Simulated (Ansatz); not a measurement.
**Ir wire along [110], 23 atoms a period: bands along the axis**

Wanted: the relaxed geometry and the bands of the Ir wire along [110], 23 atoms a period.

Calculated with Ansatz 0.2.0; DFT PBE, plane waves, PAW; relaxation of a wire's period; PAW set soft_1, in the first sound run; inputs show where later runs differ.

### Step 1. Set-up

The cell holds 23 atoms: 23 Ir. Cell: a = 18.410 Å, b = 17.746 Å, c = 2.737 Å, α = 90.0°, β = 90.0°, γ = 90.0°. Vacuum lies along a and b. The structure's axis is c.

### Step 2. The relaxed wire

Band widths follow the bond lengths, so the wire is relaxed first. The atoms and the third cell vector are free; the box across stays fixed as vacuum. A Fermi-Dirac smearing is set since the result may be a metal. The pressure printed is a third of the stress's trace over the whole box, vacuum included; only the stress along the axis is relaxed.

Input file input.yaml:

```yaml
crystal:
  lattice:
    - [18.41, 0.0, 0.0]
    - [0.0, 17.746, 0.0]
    - [0.0, 0.0, 2.7365032432]
  atoms:
    - { symbol: Ir, position: [0.289788159, 0.345796419, 0.0] }
    - { symbol: Ir, position: [0.289788159, 0.500000366, 0.0] }
    - { symbol: Ir, position: [0.5, 0.345796419, 0.0] }
    - { symbol: Ir, position: [0.5, 0.191592472, 0.0] }
    - { symbol: Ir, position: [0.5, 0.500000366, 0.0] }
    - { symbol: Ir, position: [0.710211841, 0.345796419, 0.0] }
    - { symbol: Ir, position: [0.710211841, 0.500000366, 0.0] }
    - { symbol: Ir, position: [0.184682238, 0.422898392, 0.5] }
    - { symbol: Ir, position: [0.184682238, 0.577102339, 0.5] }
    - { symbol: Ir, position: [0.394894079, 0.268694445, 0.5] }
    - { symbol: Ir, position: [0.394894079, 0.422898392, 0.5] }
    - { symbol: Ir, position: [0.394894079, 0.577102339, 0.5] }
    - { symbol: Ir, position: [0.394894079, 0.731306286, 0.5] }
    - { symbol: Ir, position: [0.605105921, 0.268694445, 0.5] }
    - { symbol: Ir, position: [0.605105921, 0.422898392, 0.5] }
    - { symbol: Ir, position: [0.605105921, 0.577102339, 0.5] }
    - { symbol: Ir, position: [0.605105921, 0.731306286, 0.5] }
    - { symbol: Ir, position: [0.815317762, 0.422898392, 0.5] }
    - { symbol: Ir, position: [0.815317762, 0.577102339, 0.5] }
    - { symbol: Ir, position: [0.289788159, 0.654204312, 0.0] }
    - { symbol: Ir, position: [0.5, 0.654204312, 0.0] }
    - { symbol: Ir, position: [0.5, 0.808408259, 0.0] }
    - { symbol: Ir, position: [0.710211841, 0.654204312, 0.0] }
kpoints:
  mp_grid: { grid: [1, 1, 30] }
scf:
  occupations: { method: fermi_dirac, width: 0.05 }
hamiltonian:
  xc: pbe
  pseudopotentials: { kind: paw, azcp: { folder: soft_1 } }
relax:
  cell: { fix: [a, b, alpha, beta, gamma] }
  max_steps: 45
  f_tol: 0.03
```

Command:

```console
ansatz run input.yaml --threads 16 --pin off --max-ram 61440MiB --backend cuda --events-out ev --progress --plain --runs-dir out --max-vram 78GiB
```

Numbers of over 12 decimals in the logs are rounded to 6 here.

Output:

```text
Engine: ansatz 0.2.0, aarch64-unknown-linux-gnu
Pseudopotentials: kind: paw
Pseudopotential: Ir, paw, valence charge 17, recommended cutoff 420 eV (normal), soft_1/Ir.paw.azcp
Functional definition: PBE
  parameter kappa = 0.804
  parameter beta = 0.066725
  exchange = pbe_x(kappa = kappa, mu = beta*pi^2/3)
  correlation = pbe_c(beta = beta)
[...]
Crystal: 23 atoms, lattice volume = 894.026 Å³
Basis set: ecut = 420 eV, 17607 PW (Γ), exchange–correlation on 250×240×40 points (8 copies of the dense FFT grid, shifted against one another)
Bands: 235, of which v1, the nominal top of the filled ones, is band 196 counted from 1 (195 counted from 0)
Symmetry: 8 space group operations
Space group: Pmmm (ITA 47), of the structure as read, at distance tolerance 9.6e-5 Å
k-points: 16 of 30
Non-local potential: Ir, projectors of the file, l = 0: 3, l = 1: 2, l = 2: 2, l = 3: 1
PAW form: soft (Blöchl's): semilocal exchange-correlation on the pseudo side does not see the compensation charge
PAW one-centre angular grid: Ir, 590 points (default); XC on 64 Gauss nodes
Initial density: superposition of atomic densities (neutral atoms: chi_scale 0, normalization atom)
Initial wavefunctions: pseudopotential atomic-orbital guess
[...]
Functional: x = pbe(κ = 0.804, μ = 0.219515), c = pbe(β = 0.066725)
SCF iter   1: F=—  HF=-274531.620158 eV  |F-HF|=—  |Δ(HF+E_count)|=         —  Δρ=3.09e-2  dr2=1.43e1  ethr=3.10e-3  ⟨swp⟩=7.9  Hψ=15641  notcnv=0  defer=73
preconditioner: auto → LDOS  [metal: Δε(μ)=0.005 eV  Ē_g=5.723 eV  σ=0.050 eV  W_gap=0.02  n_scr=162 (ndim 8)  ℏωp=17.9 eV  f_vac=0.527  D(μ)=31.25/eV (n_scr^D=222)  β→1.0]
SCF iter   2: F=—  HF=-274532.155332 eV  |F-HF|=—  |Δ(HF+E_count)|=   5.35e-1  Δρ=2.94e-2  dr2=1.72e1  ethr=3.10e-3  ⟨swp⟩=3.0  Hψ=9154  notcnv=0  defer=204
[...]
SCF iter  11: F=-274528.204274 eV  HF=-274528.204274 eV  |F-HF|=4.66e-8  |Δ(HF+E_count)|=   2.53e-7  Δρ=1.94e-6  dr2=9.71e-8  ethr=2.56e-11  ⟨swp⟩=5.0  Hψ=13456  notcnv=0
SCF 1 converged in 11 iterations: F = -274528.204274 eV  dr2 = 9.71e-8
  greatest PAW one-centre occupation: 1.000 electrons in one spin orbital (limit 2), on the Ir atom at site 4 (counted from 0), in its partial waves of l = 0
relax step   1: F+E_penalty+E_count = -274528.20427430 eV  Δ(F+E_penalty+E_count) = +0.000e0 eV  max|allowed force component| = 1.584e0 eV/Å  Δτ_max = 0.0000 Å  P = -5.657 GPa  Ω = 894.026 Å³  fix = [a, b, alpha, beta, gamma]  reactions: a -5.173, b -4.760 GPa  (11 SCF iters, dr2 threshold 1.00e-7 eV, accepted)
[...]
Crystal: 23 atoms, lattice volume = 856.133 Å³
Basis set: ecut = 420 eV, 16843 PW (Γ), exchange–correlation on 250×240×40 points (8 copies of the dense FFT grid, shifted against one another)
[...]
iter 1 solved again at ethr=1.21e-3 eV; its pass at ethr=3.10e-3 eV (dr2=4.74e0 eV) is discarded
SCF iter   1: F=—  HF=-274528.865355 eV  |F-HF|=—  |Δ(HF+E_count)|=         —  Δρ=1.26e-2  dr2=4.72e0  ethr=1.21e-3  ⟨swp⟩=2.8  Hψ=19650  notcnv=0
preconditioner: auto → LDOS  [metal: Δε(μ)=0.015 eV  Ē_g=6.202 eV  σ=0.050 eV  W_gap=0.08  n_scr=146 (ndim 8)  ℏωp=18.3 eV  f_vac=0.548  D(μ)=29.02/eV (n_scr^D=172)  β→1.0]
SCF iter   2: F=—  HF=-274528.819407 eV  |F-HF|=—  |Δ(HF+E_count)|=   4.59e-2  Δρ=5.91e-3  dr2=6.68e-1  ethr=1.21e-3  ⟨swp⟩=2.4  Hψ=6020  notcnv=0
[...]
SCF iter   8: F=-274528.648668 eV  HF=-274528.648667 eV  |F-HF|=1.85e-7  |Δ(HF+E_count)|=   3.68e-6  Δρ=9.38e-6  dr2=1.11e-6  ethr=5.88e-10  ⟨swp⟩=5.6  Hψ=14688  notcnv=0
SCF 2 converged in 8 iterations: F = -274528.648668 eV  dr2 = 1.11e-6
  greatest PAW one-centre occupation: 1.000 electrons in one spin orbital (limit 2), on the Ir atom at site 6 (counted from 0), in its partial waves of l = 0
relax step   2: F+E_penalty+E_count = -274528.64866753 eV  Δ(F+E_penalty+E_count) = -4.444e-1 eV  max|allowed force component| = 1.283e0 eV/Å  Δτ_max = 0.1996 Å  P = +4.642 GPa  Ω = 856.133 Å³  energy of the carried Pulay correction = +7.024e-3 eV  fix = [a, b, alpha, beta, gamma]  reactions: a +3.167, b +3.292 GPa  (8 SCF iters, dr2 threshold 2.30e-6 eV, accepted)
[...]
Crystal: 23 atoms, lattice volume = 877.867 Å³
[...]
iter 1 solved again at ethr=2.04e-4 eV; its pass at ethr=3.10e-3 eV (dr2=7.99e-1 eV) is discarded
[...]
SCF 3 converged in 7 iterations: F = -274529.277788 eV  dr2 = 2.21e-6
[...]
SCF 4 converged in 7 iterations: F = -274529.299415 eV  dr2 = 2.35e-7
[...]
SCF 5 converged in 6 iterations: F = -274529.300563 eV  dr2 = 5.34e-8
[...]
SCF 6 converged in 6 iterations: F = -274529.296426 eV  dr2 = 2.05e-10
[...]
SCF converged after 6 iterations
[...]
k-point 15: bands = ["-86.7610", "-86.7610", "-86.7461", "-86.7257", "-86.7231", "-86.6756", "-86.6755", "-86.6638", "-86.6637", "-86.2050", "-86.2050", "-86.2049", "-86.2049", "-86.1095", "-86.1095", "-86.1094", "-86.1094", "-85.8174", "-85.8174", "-85.8046", "-85.8046", "-85.7939", "-85.7939", "-43.9691", "-43.9329", "-43.9250", "-43.9182", "-43.8819", "-43.8600", "-43.8445", "-43.8366", "-43.8260", "-43.6629", " [...]
--- Relaxed structure (5 steps of the walk, 5 accepted, 1 SCFs on fresh bases) ---
  F+E_penalty+E_count = -274529.29642596 eV   max|allowed force component| = 2.456e-2 eV/Å   (the final SCF, on the basis selected at the relaxed cell)
  cell:  # Å, volume = 875.0095 Å³
    - [18.41, 0.0, 0.0]
    - [0.0, 17.746, 0.0]
    - [0.0, 0.0, 2.678296]
  atoms:
    - { symbol: Ir, position: [0.291618, 0.347144, 0.0] }
    - { symbol: Ir, position: [0.290653, 0.5, 0.0] }
    - { symbol: Ir, position: [0.500000, 0.346501, 0.0] }
    - { symbol: Ir, position: [0.500000, 0.199724, 0.0] }
    - { symbol: Ir, position: [0.500000, 0.5, 0.0] }
    - { symbol: Ir, position: [0.708382, 0.347144, 0.0] }
    - { symbol: Ir, position: [0.709347, 0.5, 0.0] }
    - { symbol: Ir, position: [0.191551, 0.423425, 0.5] }
    - { symbol: Ir, position: [0.191551, 0.576575, 0.5] }
    - { symbol: Ir, position: [0.394665, 0.270800, 0.5] }
    - { symbol: Ir, position: [0.395941, 0.423941, 0.5] }
    - { symbol: Ir, position: [0.395941, 0.576059, 0.5] }
    - { symbol: Ir, position: [0.394665, 0.729200, 0.5] }
    - { symbol: Ir, position: [0.605335, 0.270800, 0.5] }
    - { symbol: Ir, position: [0.604059, 0.423941, 0.5] }
    - { symbol: Ir, position: [0.604059, 0.576059, 0.5] }
    - { symbol: Ir, position: [0.605335, 0.729200, 0.5] }
    - { symbol: Ir, position: [0.808449, 0.423425, 0.5] }
    - { symbol: Ir, position: [0.808449, 0.576575, 0.5] }
    - { symbol: Ir, position: [0.291618, 0.652856, 0.0] }
    - { symbol: Ir, position: [0.500000, 0.653499, 0.0] }
    - { symbol: Ir, position: [0.500000, 0.800276, 0.0] }
    - { symbol: Ir, position: [0.708382, 0.652856, 0.0] }
```

Wall time 9.4 s (1 × NVIDIA GB200 with 16 threads of Arm Neoverse V2, shared host); peak memory 1.4 GiB.

Step by step:

| step | energy less that of the first step (eV) | largest force component (eV/Å) | pressure (GPa) | volume (Å³) |
| --- | --- | --- | --- | --- |
| 1 | 0.0000 | 1.5840 | -5.66 | 894.03 |
| 2 | -0.4444 | 1.2833 | 4.64 | 856.13 |
| 3 | -1.0735 | 0.3097 | -0.50 | 877.87 |
| 4 | -1.0951 | 0.0445 | 0.05 | 874.66 |
| 5 | -1.0963 | 0.0246 | 0.00 | 875.01 |
| 6 | -1.0922 | 0.0246 | 0.01 | 875.01 |

The log counts 1 steps on a newly chosen plane-wave basis, not all of them marked here; energy and pressure can jump at such steps.

Forces are held to the 8 operations that the run works with; a distortion that breaks them can't arise in this run.

| cell as run | before | after | change |
| --- | --- | --- | --- |
| c (Å) | 2.737 | 2.678 | -2.1 % |

The atoms that moved most (Å, along periodic axes as changes of fractional coordinates times the final cell, across vacuum about the mean position):

| atom | dx | dy | dz | length |
| --- | --- | --- | --- | --- |
| Ir4 | 0.000 | 0.144 | 0.000 | 0.144 |
| Ir22 | 0.000 | -0.144 | 0.000 | 0.144 |
| Ir8 | 0.126 | 0.009 | 0.000 | 0.127 |
| Ir18 | -0.126 | 0.009 | 0.000 | 0.127 |
| Ir9 | 0.126 | -0.009 | 0.000 | 0.127 |
| Ir19 | -0.126 | -0.009 | 0.000 | 0.127 |
| Ir6 | -0.034 | 0.024 | 0.000 | 0.041 |
| Ir1 | 0.034 | 0.024 | 0.000 | 0.041 |

This step gave:

```yaml
energy_at_zero_smearing: -274529.1705 eV
cell_length_along_the_wire: 2.678 Å
```

The cell's length comes to 2.678 Å with spin left out.

### Step 3. The wire at its relaxed period

This step: DFT PBE, plane waves, PAW; bands of a perfect wire; PAW set soft_1 (Ansatz 0.2.0).

At the relaxed period the bands are computed along the axis; those that cross an energy going forward count the channels that a perfect wire would open there.

Input file input.yaml:

```yaml
crystal:
  lattice:
    - [18.41, 0.0, 0.0]
    - [0.0, 17.746, 0.0]
    - [0.0, 0.0, 2.6782955637]
  atoms:
    - { symbol: Ir, position: [0.291618306, 0.347143945, 0.0] }
    - { symbol: Ir, position: [0.290653012, 0.5, 0.0] }
    - { symbol: Ir, position: [0.5, 0.346500775, 0.0] }
    - { symbol: Ir, position: [0.5, 0.199724252, 0.0] }
    - { symbol: Ir, position: [0.5, 0.5, 0.0] }
    - { symbol: Ir, position: [0.708381694, 0.347143945, 0.0] }
    - { symbol: Ir, position: [0.709346988, 0.5, 0.0] }
    - { symbol: Ir, position: [0.191550598, 0.423425272, 0.5] }
    - { symbol: Ir, position: [0.191550598, 0.576574728, 0.5] }
    - { symbol: Ir, position: [0.394665099, 0.270800187, 0.5] }
    - { symbol: Ir, position: [0.395941354, 0.423940591, 0.5] }
    - { symbol: Ir, position: [0.395941354, 0.576059409, 0.5] }
    - { symbol: Ir, position: [0.394665099, 0.729199813, 0.5] }
    - { symbol: Ir, position: [0.605334901, 0.270800187, 0.5] }
    - { symbol: Ir, position: [0.604058646, 0.423940591, 0.5] }
    - { symbol: Ir, position: [0.604058646, 0.576059409, 0.5] }
    - { symbol: Ir, position: [0.605334901, 0.729199813, 0.5] }
    - { symbol: Ir, position: [0.808449402, 0.423425272, 0.5] }
    - { symbol: Ir, position: [0.808449402, 0.576574728, 0.5] }
    - { symbol: Ir, position: [0.291618306, 0.652856055, 0.0] }
    - { symbol: Ir, position: [0.5, 0.653499225, 0.0] }
    - { symbol: Ir, position: [0.5, 0.800275748, 0.0] }
    - { symbol: Ir, position: [0.708381694, 0.652856055, 0.0] }
kpoints:
  mp_grid: { grid: [1, 1, 30] }
  band_path: { path: ["Γ", Z], npoints: 90 }
scf:
  occupations: { method: fermi_dirac, width: 0.05 }
hamiltonian:
  xc: pbe
  pseudopotentials: { kind: paw, azcp: { folder: soft_1 } }
output:
  dos: { e_range: [-5, 4] }
  write_potential: true
  write_density: true
  volumetric_format: npy
```

Output:

```text
[...]
Crystal: 23 atoms, lattice volume = 875.009 Å³
Basis set: ecut = 420 eV, 17183 PW (Γ)
Bands: 235, of which v1, the nominal top of the filled ones, is band 196 counted from 1 (195 counted from 0)
[... 1 set-up line as in the run before ...]
[...]
k-points: 16 of 30
[...]
SCF iter   1: F=—  HF=-274532.925402 eV  |F-HF|=—  |Δ(HF+E_count)|=         —  Δρ=3.16e-2  dr2=1.48e1  ethr=3.10e-3  ⟨swp⟩=8.1  Hψ=15993  notcnv=0  defer=59
[...]
SCF iter   6: F=—  HF=-274529.303192 eV  |F-HF|=—  |Δ(HF+E_count)|=   3.64e-3  Δρ=2.91e-4  dr2=1.77e-3  ethr=2.64e-6  ⟨swp⟩=2.8  Hψ=6535  notcnv=0  defer=218
[...]
SCF iter  10: F=—  HF=-274529.296552 eV  |F-HF|=—  |Δ(HF+E_count)|=   1.22e-6  Δρ=5.18e-6  dr2=7.00e-7  ethr=5.50e-10  ⟨swp⟩=3.2  Hψ=6981  notcnv=0  defer=218
[...]
SCF iter  12: F=-274529.296552 eV  HF=-274529.296552 eV  |F-HF|=1.41e-8  |Δ(HF+E_count)|=   2.19e-8  Δρ=7.06e-7  dr2=2.16e-8  ethr=2.56e-11  ⟨swp⟩=13.5  Hψ=12103  notcnv=0
SCF 1 converged in 12 iterations: F = -274529.296552 eV  dr2 = 2.16e-8
[...]
NSCF: frozen V_eff on 91 k-points
[...]
SCF converged after 12 iterations
[...]
```

It took 8.7 s on 1 × NVIDIA GB200 with 16 threads; peak memory 2.2 GiB.

Reading the cycles: dr2 is the Hartree energy of the density residual (eV), the measure of convergence; HF is the Harris–Foulkes estimate of the energy, which meets the free energy F at convergence.

Numbers from this step:

```
energy at zero smearing : -274529.1707 eV
band gap                : 0 eV
```

The electronic bands at the labelled points (eV, zero at the Fermi level; # counts the bands kept):

| point | #46 | #47 | #48 | #49 | #50 | #51 | #52 | #53 |
| --- | --- | --- | --- | --- | --- | --- | --- | --- |
| Γ | -0.27 | -0.25 | -0.05 | 0.03 | 0.19 | 0.23 | 0.23 | 0.25 |
| halfway | -0.32 | -0.24 | -0.20 | -0.17 | 0.03 | 0.08 | 0.12 | 0.21 |
| Z | 0.91 | 0.92 | 0.94 | 0.95 | 1.21 | 1.24 | 1.26 | 1.26 |

Between Γ and Z the bands cross the Fermi level 25 times, so a perfect wire would conduct at least 25 G₀, with spin left out.

### Step 4. What came out

```json
{
  "cell length, PBE": "2.678 Å",
  "ballistic conductance by band crossings, a lower bound, PBE": "25 G₀"
}
```

In words: Under PBE the cell's length is 2.68 Å, and the bands cross the Fermi level 25 times between Γ and Z, which gives a perfect wire at least 25 G₀ (opposite crossings within one step of the path cancel in such a count). No spin was allowed, though thin wires with open d shells can turn magnetic. Spin-orbit coupling is left out, which matters for the bands of heavy atoms.

[Logs are printed without paths, hosts, clocks, repeated set-up lines and the standing remarks that a program may print on its own settings, such as how far it seeks lower states.]

[Hosts, paths, dates, database ids (printed as entryN), source tags and the programs' standing remarks are cut or masked in the printed files.]
